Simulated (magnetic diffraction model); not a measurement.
## Solving a magnetic structure from powder neutron data: TiCoSn3Pd

Space group Pbcm (no. 57), a = 13.1130 Å, b = 6.0430 Å, c = 5.8440 Å.

| site | atom | x | y | z |
| --- | --- | --- | --- | --- |
| 4c | Sn | 0.0036 | 3/4 | 0 |
| 4d | Sn | 0.4380 | 0.1159 | 3/4 |
| 4d | Sn | 0.6907 | 0.9808 | 3/4 |
| 4d | Pd | 0.8843 | 0.9878 | 3/4 |
| 4c | Co | 0.4096 | 3/4 | 0 |
| 4d | Ti | 0.8013 | 0.4866 | 3/4 |

The compound is invented for this exercise: a known structure type with other elements, its cell scaled to their sizes and not relaxed.

Only Co is taken to order (form factors of Co2+); orders and moment sizes are assumed, and not adapted to the symmetry. Radiation: neutrons of λ = 2.0775 Å, 5° to 45°; isotropic B of 0.36 Å² (Sn), 0.34 Å² (Pd), 0.46 Å² (Co) and 0.38 Å² (Ti). The intensities are simulated: I ∝ L Σ (|F_N|² + |F_M⊥|²) for unpolarised neutrons, with F_M = 2.695 fm/μB × Σ f(s) S exp(2πi Q·r) exp(−B s²) at Q = H ± k (one set where k and −k are equivalent), only the part normal to Q counting and L = 1/(sin²θ cos θ). For collinear order S is the moment m, which repeats by lattice and centring translations R with the sign exp(−2πi k·R). Form factors are spin-only for 3d ions and dipole or tabulated for f ions, scattering lengths are Sears's of 1992, and absorption is left out. A label names one of the reflections at its angle. The strongest nuclear line in the range is 100, and lines under 0.2 are left out.

Above the ordering temperature:

```csv
2θ (°),index,I
9.09,(1 0 0),0.7
18.23,(2 0 0),59.2
21.82,(1 1 0),1.4
27.04,(2 1 0),0.3
27.50,(3 0 0),20.0
30.10,(1 1 1),100.0
34.11,(3 1 0),0.2
34.16,(2 1 1),30.9
36.95,(4 0 0),0.3
40.11,(3 1 1),7.9
41.32,(1 2 0),3.0
41.65,(0 0 2),4.2
42.26,(4 1 0),1.1
42.72,(1 0 2),16.3
44.49,(2 2 0),11.9
```

Below it (cell unchanged):

```
2θ (°)      I
  9.09    0.7
 14.20   14.4
 16.89   14.2
 18.23   59.2
 21.82    1.4
 23.19    3.8
 27.04    0.3
 27.50   20.0
 30.10  100.0
 31.08    1.1
 31.65    2.4
 32.54    2.2
 33.00    4.0
 33.85    3.7
 34.11    0.2
 34.16   30.9
 36.77    2.4
 36.95    0.3
 37.55    2.3
 39.77    0.3
 40.11    7.9
 41.32    3.0
 41.65    4.2
 42.26    1.1
 42.41    1.3
 42.72   16.3
 43.10    1.2
 43.54    1.0
 44.49   11.9
 44.58    1.8
```

**Question.** Find the propagation vector, then choose among these models:
A. collinear moments along [111], 2.21 μB on Co; signs + at (0.4096, 3/4, 0), − at (0.5904, 1/4, 1/2), + at (0.5904, 1/4, 0), − at (0.4096, 3/4, 1/2)
B. collinear moments along [100], 2.21 μB on Co; signs + at (0.4096, 3/4, 0), − at (0.5904, 1/4, 1/2), + at (0.5904, 1/4, 0), − at (0.4096, 3/4, 1/2)
C. collinear moments along [111], 2.21 μB on Co; signs + at (0.4096, 3/4, 0), + at (0.5904, 1/4, 1/2), + at (0.5904, 1/4, 0), + at (0.4096, 3/4, 1/2)
D. collinear moments along [100], 2.21 μB on Co; signs + at (0.4096, 3/4, 0), + at (0.5904, 1/4, 1/2), + at (0.5904, 1/4, 0), + at (0.4096, 3/4, 1/2)

The new lines index as (0 1/2 1/2) at 14.20°, (1 1/2 1/2) at 16.89°, (2 1/2 1/2) at 23.19° and (3 1/2 1/2) at 31.08°, that is as H ± k with k = (0 1/2 1/2). Half indices mean that the moments reverse under translations with k·R a half-integer, and the magnetic cell has twice the primitive volume.

Magnetic intensity, observed (below minus above) and for each model:

| 2θ (°) | index | observed | A | B | C | D |
| --- | --- | --- | --- | --- | --- | --- |
| 14.20 | (0 1/2 1/2) | 14.4 | 12.3 | 14.4 | 12.3 | 14.4 |
| 16.89 | (1 1/2 1/2) | 14.2 | 10.1 | 14.2 | 10.1 | 14.2 |
| 23.19 | (2 1/2 1/2) | 3.8 | 3.3 | 3.8 | 3.3 | 3.8 |
| 31.08 | (3 1/2 1/2) | 1.1 | 2.3 | 1.1 | 2.3 | 1.1 |
| 31.65 | (0 3/2 1/2) | 2.4 | 2.0 | 2.4 | 2.0 | 2.4 |
| 33.85 | (1 1/2 3/2) | 3.7 | 3.1 | 3.7 | 3.1 | 3.7 |
| 36.77 | (2 3/2 1/2) | 2.4 | 3.0 | 2.4 | 3.0 | 2.4 |
| 39.77 | (4 -1/2 1/2) | 0.3 | 1.4 | 0.3 | 1.4 | 0.3 |

Models B and D match alike on every line, so these data can't choose among them (such ties are often domains of one structure).

The structure used: k = (0 1/2 1/2), collinear moments along [100], 2.21 μB on Co; signs + at (0.4096, 3/4, 0), − at (0.5904, 1/4, 1/2), + at (0.5904, 1/4, 0), − at (0.4096, 3/4, 1/2).

[Logs are printed without paths, hosts, clocks, repeated set-up lines and the standing remarks that a program may print on its own settings, such as how far it seeks lower states.]
